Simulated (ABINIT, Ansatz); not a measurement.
# Quasiparticle gap of ZrSe3 (P2_1/m) in ABINIT, part 2 of 2

Aim: the G0W0 gap of ZrSe3 (P2_1/m) on PBEsol, step by step.

ABINIT 10.8.3; PBEsol and many-body steps on it, plane waves. Known limits of the many-body steps: not at the basis limit; no spin-orbit coupling; coarse k mesh.

So far. Step 2 (Ground state): The gap is indirect, with the least direct gap 0.27 eV higher. Step 3 (Empty states on the mesh, 2×4×1 mesh, 336 bands): On this mesh the gap is 0.316 eV.

### 4. Screening, 2×4×1 mesh, 306 bands, screening to 149.7 eV

The RPA dielectric matrix is built and inverted for each q.

This step: RPA screening on PBEsol, plane waves, norm-conserving pseudopotentials.

run.abi

```
acell 3*1.0 Angstrom
rprim 
  5.410900000000 -0.000000000000 -0.000000000000
  -0.000000000000 3.748800000000 0.000000000000
  -1.229420909100 0.000000000000 9.363634990100
ntypat 2
znucl 40 34
natom 8
typat 1 1 2 2 2 2 2 2
xred 
  0.285000000000 0.250000000000 0.656000000000
  0.715000000000 0.750000000000 0.344000000000
  0.762000000000 0.250000000000 0.554000000000
  0.238000000000 0.750000000000 0.446000000000
  0.456000000000 0.250000000000 0.174000000000
  0.544000000000 0.750000000000 0.826000000000
  0.888000000000 0.250000000000 0.169000000000
  0.112000000000 0.750000000000 0.831000000000
pp_dirpath "pseudos"
pseudos "Zr.upf, Se.upf"
ecut 48
ngkpt 2 4 1
nshiftk 1
shiftk 0 0 0
kptopt 1
chksymbreak 0
istwfk *1
occopt 1
irdwfk 1
optdriver 3
nband 306
ecuteps 5.5
inclvkb 2
awtr 1
symchi 1
indata_prefix "in"
outdata_prefix "out"
tmpdata_prefix "tmp"
```

Started as:

```bash
$ OMP_NUM_THREADS=1 mpirun -n 4 abinit run.abi > log
```

Numbers of over 12 decimals in the logs are rounded to 6 here.

Output:

```text
.Version 10.8.3 of ABINIT. v10.8.2 released Aug 2026.

 Symmetries : space group P2_1/m (# 11); Bravais mP (primitive monocl.)
[... echo of the input left out ...]
== DATASET  1 ==================================================================
-   mpi_nproc: 4, omp_nthreads: 1 (-1 if OMP is not activated)

--- !DatasetInfo
iteration_state: {dtset: 1, }
dimensions: {natom: 8, nkpt: 6, mband: 306, nsppol: 1, nspinor: 1, nspden: 1, mpw: 20400, }
cutoff_energies: {ecut:  48.0, pawecutdg:  -1.0, }
electrons: {nelect:   1.68000000E+02, charge:   0.00000000E+00, occopt:   1.00000000E+00, tsmear:   1.00000000E-02, }

 SCREENING: Calculation of the susceptibility and dielectric matrices

 Based on a program developped by R.W. Godby, V. Olevano, G. Onida, and L. Reining.
 Incorporated in ABINIT by V. Olevano, G.-M. Rignanese, and M. Torrent.
.Using double precision arithmetic ; gwpc =  8

[... cell and pseudopotentials left out ...]
--------------------------------------------------------------------------------

 ==== K-mesh for the wavefunctions ====
 Number of points in the irreducible wedge :     6
[... list of points left out ...]
 Together with  4 symmetry operations and time-reversal symmetry
 yields     8 points in the full Brillouin Zone.

 ==== Q-mesh for the screening function ====
 Number of points in the irreducible wedge :     6
[... list of points left out ...]
 Together with  4 symmetry operations and time-reversal symmetry
 yields     8 points in the full Brillouin Zone.

 setmesh: FFT mesh size selected  =    45x   30x   75
          total number of points  =       101250

 vcoul_init : cutoff-mode = AUXILIARY_FUNCTION
 q-points for optical limit:   1
     1)      0.000010    0.000020    0.000030

- screening: taking advantage of time-reversal symmetry
- Maximum band index for partially occupied states nbvw = 84
- Remaining bands to be divided among processors   nbcw = 222
- Number of bands treated by each node ~55

 Number of electrons calculated from density =  168.0000; Expected =  168.0000
 average of density, n =  0.131071
 r_s =    1.2212
 omega_plasma =   34.9228 [eV]

 calculating chi0 at frequencies [eV] :
  1    0.000000E+00    0.000000E+00
  2    0.000000E+00    3.492278E+01

--------------------------------------------------------------------------------
  q-point number  1        q = ( 0.000000, 0.000000, 0.000000) [r.l.u.]
--------------------------------------------------------------------------------
[... chi0 elements left out ...]
 For q-point:  0.000010 0.000020 0.000030
  dielectric constant =  16.3771
  dielectric constant without local fields =  19.0305

  Average fulfillment of the sum rule on Im[epsilon] for q-point    1 :     36.73  [%]
[... wings left out ...]
  q-point number  2        q = ( 0.500000, 0.000000, 0.000000) [r.l.u.]
--------------------------------------------------------------------------------
[... chi0 elements left out ...]
  Average fulfillment of the sum rule on Im[epsilon] for q-point    2 :     37.95  [%]

 [... 4 further q-points ...]
```

It took 20 min on 4 MPI ranks of Arm Neoverse V1, shared host; peak memory 7.2 GiB; 79 min of CPU time.

This step gave:

```yaml
eps_infinity_with_local_fields_on_this_mesh_along_the_program_s_q_direction: 16.38
the_same_without_local_fields: 19.03
plasma_frequency: 34.92 eV
plane_waves_in_the_screening_matrix: 797
```

Local fields lower ε∞ by 14 %. On a Γ-centred mesh this coarse the value itself is usually too large, while a short band sum pulls it down.

### 5. Self-energy, 2×4×1 mesh, 306 bands, screening to 149.7 eV

The self-energy is evaluated for the states that the input lists, and the levels follow from it, in one-shot runs by the linearised quasiparticle equation.

This step: G0W0 on PBEsol, plane waves, norm-conserving pseudopotentials.

run.abi: that of step 4 with these lines changed.

```diff
@@ -29,8 +29,17 @@
 irdwfk 1
-optdriver 3
+optdriver 4
 nband 306
+gwcalctyp 0
+ecutsigx 48
+symsigma 1
+nkptgw 2
+kptgw 
+  0.0000000000 0.0000000000 0.0000000000
+  0.5000000000 0.0000000000 0.0000000000
+bdgw 
+  83 86
+  83 86
 ecuteps 5.5
-inclvkb 2
-awtr 1
-symchi 1
+irdscr 1
+ppmodel 1
 indata_prefix "in"
```

Output:

```text
.Version 10.8.3 of ABINIT. v10.8.2 released Aug 2026.

 Symmetries : space group P2_1/m (# 11); Bravais mP (primitive monocl.)
[... echo of the input left out ...]
== DATASET  1 ==================================================================
-   mpi_nproc: 4, omp_nthreads: 1 (-1 if OMP is not activated)

--- !DatasetInfo
iteration_state: {dtset: 1, }
dimensions: {natom: 8, nkpt: 6, mband: 306, nsppol: 1, nspinor: 1, nspden: 1, mpw: 20400, }
cutoff_energies: {ecut:  48.0, pawecutdg:  -1.0, }
electrons: {nelect:   1.68000000E+02, charge:   0.00000000E+00, occopt:   1.00000000E+00, tsmear:   1.00000000E-02, }

 SIGMA: Calculation of the GW corrections

 Based on a program developped by R.W. Godby, V. Olevano, G. Onida, and L. Reining.
 Incorporated in ABINIT by V. Olevano, G.-M. Rignanese, and M. Torrent.
.Using double precision arithmetic ; gwpc =  8

[... cell and pseudopotentials left out ...]
--------------------------------------------------------------------------------

 ==== K-mesh for the wavefunctions ====
 Number of points in the irreducible wedge :     6
[... list of points left out ...]
 Together with  4 symmetry operations and time-reversal symmetry
 yields     8 points in the full Brillouin Zone.

 ==== Q-mesh for screening function ====
 Number of points in the irreducible wedge :     6
[... list of points left out ...]
 Together with  4 symmetry operations and time-reversal symmetry
 yields     8 points in the full Brillouin Zone.

 vcoul_init : cutoff-mode = AUXILIARY_FUNCTION
 q-points for optical limit:   1
     1)      0.000010    0.000020    0.000030
 setmesh: FFT mesh size selected  =    72x   48x  120
          total number of points  =       414720

 Number of electrons calculated from density =  168.0000; Expected =  168.0000
 average of density, n =  0.131071
 r_s =    1.2212
 omega_plasma =   34.9228 [eV]

 === KS Band Gaps ===
  >>>> For spin  1
   Minimum direct gap =   0.6243 [eV], located at k-point      :   0.5000  0.0000  0.0000
   Fundamental gap    =   0.3158 [eV], Top of valence bands at :   0.0000  0.0000  0.0000
                                       Bottom of conduction at :   0.5000  0.0000  0.0000
 SIGMA fundamental parameters:
 PLASMON POLE MODEL  1
 number of plane-waves for SigmaX                20343
 number of plane-waves for SigmaC and W            797
 number of plane-waves for wavefunctions         20343
 number of bands                                   306
 number of independent spin polarizations            1
 number of spinorial components                      1
 number of k-points in IBZ                           6
 number of q-points in IBZ                           6
 number of symmetry operations                       4
 number of k-points in BZ                            8
 number of q-points in BZ                            8
 number of frequencies for dSigma/dE                 9
 frequency step for dSigma/dE [eV]                0.25
 number of omega for Sigma on real axis              0
 max omega for Sigma on real axis  [eV]           0.00
 zcut for avoiding poles [eV]                     0.10

 EPSILON^-1 parameters (SCR file):
 dimension of the eps^-1 matrix on file            797
 dimension of the eps^-1 matrix used               797
 number of plane-waves for wavefunctions         20343
 number of bands                                   306
 number of q-points in IBZ                           6
 number of frequencies                               2
 number of real frequencies                          1
 number of imag frequencies                          1

 matrix elements of self-energy operator (all in [eV])

 Perturbative Calculation

--- !SelfEnergy_ee
iteration_state: {dtset: 1, }
kpoint     : [   0.000,    0.000,    0.000, ]
spin       : 1
KS_gap     :    0.645
QP_gap     :    1.185
Delta_QP_KS:    0.541
data: !SigmaeeData |
     Band     E0 <VxcDFT>   SigX SigC(E0)      Z dSigC/dE  Sig(E)    E-E0       E
       83   6.381 -14.785 -16.238   1.497   0.793  -0.262 -14.750   0.035   6.416
       84   6.498 -15.013 -16.873   1.873   0.793  -0.261 -15.002   0.011   6.509
       85   7.143 -13.066  -8.340  -4.033   0.796  -0.256 -12.515   0.551   7.694
       86   7.524 -13.526  -8.092  -4.587   0.791  -0.264 -12.856   0.670   8.194

--- !SelfEnergy_ee
iteration_state: {dtset: 1, }
kpoint     : [   0.500,    0.000,    0.000, ]
spin       : 1
KS_gap     :    0.624
QP_gap     :    1.213
Delta_QP_KS:    0.589
data: !SigmaeeData |
     Band     E0 <VxcDFT>   SigX SigC(E0)      Z dSigC/dE  Sig(E)    E-E0       E
       83   6.118 -14.716 -16.651   1.864   0.793  -0.261 -14.773  -0.056   6.062
       84   6.190 -14.775 -16.627   1.793   0.793  -0.262 -14.821  -0.046   6.143
       85   6.814 -13.770  -9.977  -3.109   0.792  -0.262 -13.228   0.542   7.356
       86   7.154 -14.048 -10.040  -3.239   0.791  -0.263 -13.439   0.609   7.763

== END DATASET(S) ==============================================================
================================================================================

 -outvars: echo values of variables after computation  --------
           etotal      0.0000000000E+00
            nband         306
             nkpt           6
          spgroup          11
 [... the other variables as echoed above ...]

 Calculation completed.
```

Run time: 2.1 min. Hardware: 4 MPI ranks; peak memory 5.5 GiB; 8.2 min of CPU time.

Numbers from this step:

```yaml
g0w0_gap_on_the_points_computed: 0.8470 eV
starting_gap_on_the_mesh: 0.3157 eV
k_of_the_valence_top: 0, 0, 0
k_of_the_conduction_bottom: 0.5, 0, 0
z_at_the_valence_top: 0.793
z_at_the_conduction_bottom: 0.792
least_direct_g0w0_gap_on_the_computed_points: 1.185 eV
```

The gap on the mesh goes from 0.32 eV to 0.85 eV, a correction of +0.53 eV.

Limits: finite bands, cutoff and mesh; no spin-orbit coupling; coarse k mesh. v1 is the top filled band, c1 the lowest empty one. Levels before and after the correction, in eV, zero at the valence-band top of each column:

```csv
,conduction bottom,valence top
Kohn-Sham,0.32,0.00
G0W0,0.85,0.00
```

```csv
,level,energy (eV)
Kohn-Sham,Γ v2,-0.117
Kohn-Sham,Γ v1,0.000
Kohn-Sham,Γ c1,0.644
Kohn-Sham,Γ c2,1.026
Kohn-Sham,(0.5 0 0) v2,-0.380
Kohn-Sham,(0.5 0 0) v1,-0.309
Kohn-Sham,(0.5 0 0) c1,0.316
Kohn-Sham,(0.5 0 0) c2,0.656
G0W0,Γ v2,-0.093
G0W0,Γ v1,0.000
G0W0,Γ c1,1.185
G0W0,Γ c2,1.685
G0W0,(0.5 0 0) v2,-0.447
G0W0,(0.5 0 0) v1,-0.366
G0W0,(0.5 0 0) c1,0.847
G0W0,(0.5 0 0) c2,1.254
```

### 6. Where the time went

Times are wall times on 4 MPI ranks of Arm Neoverse V1, shared host, good to a factor of about two.

```csv
step,time,share,memory (GiB)
ground state,11 min,23 %,1.1
empty states on the mesh,16 min,32 %,1.2
screening,20 min,41 %,7.2
self-energy,2.1 min,4 %,5.5
```

### 7. Summary of results

| Quantity | Value |
| --- | --- |
| PBEsol gap | 0.32 eV, indirect |
| G0W0 gap on the mesh | 0.85 eV |
| GW settings | 2×4×1 mesh, 306 bands, screening to 149.7 eV, Godby-Needs plasmon pole |
| known limits | not at the basis limit; no spin-orbit coupling; coarse k mesh |

**Reading.** G0W0 moves the gap on the mesh from 0.32 eV to 0.85 eV (+0.53 eV), with Z of 0.79 and 0.79 at the edges. Local fields lower the RPA ε∞ on this mesh from 19.03 to 16.38; a Γ-centred mesh this coarse tends to raise both, most where the direct gap is narrow, while a short band sum lowers them. Only 2 of the mesh's irreducible points were corrected, so a valley elsewhere could overtake. Bands and cutoff are finite, so the gap is not at the basis limit. The miss can reach some tenths of an eV and take either sign; the mesh is an error of its own. In the G0W0 run levels were corrected at 2 k points alone, so a gap called «on the mesh» is the least over those, and an edge elsewhere would be missed. The 2×4×1 mesh is coarse for this cell, which bears on the long-range parts of exchange and screening. The many-body steps are scalar-relativistic: spin-orbit coupling is not in them.

[Paths, hosts, dates, memory and timing lines, banners, echoed tables and standing remarks are left out of the program output.]

[Logs are printed without paths, hosts, clocks, repeated set-up lines and the standing remarks that a program may print on its own settings, such as how far it seeks lower states.]

[Runs of the session that timed out or met a known fault of the program may be left out.]

[Hosts, paths, dates, database ids (printed as entryN), source tags and the programs' standing remarks are cut or masked in the printed files.]

[G0W0 gaps are taken among the corrected bands and points alone; a level outside them can change the order at an edge.]

[Where Ansatz stands beside ABINIT at settings called matched, ABINIT's density can come from a denser mesh and the files from another edition; pairs whose starting gaps differed by over 0.03 eV were left out, so agreement reads better than it is.]
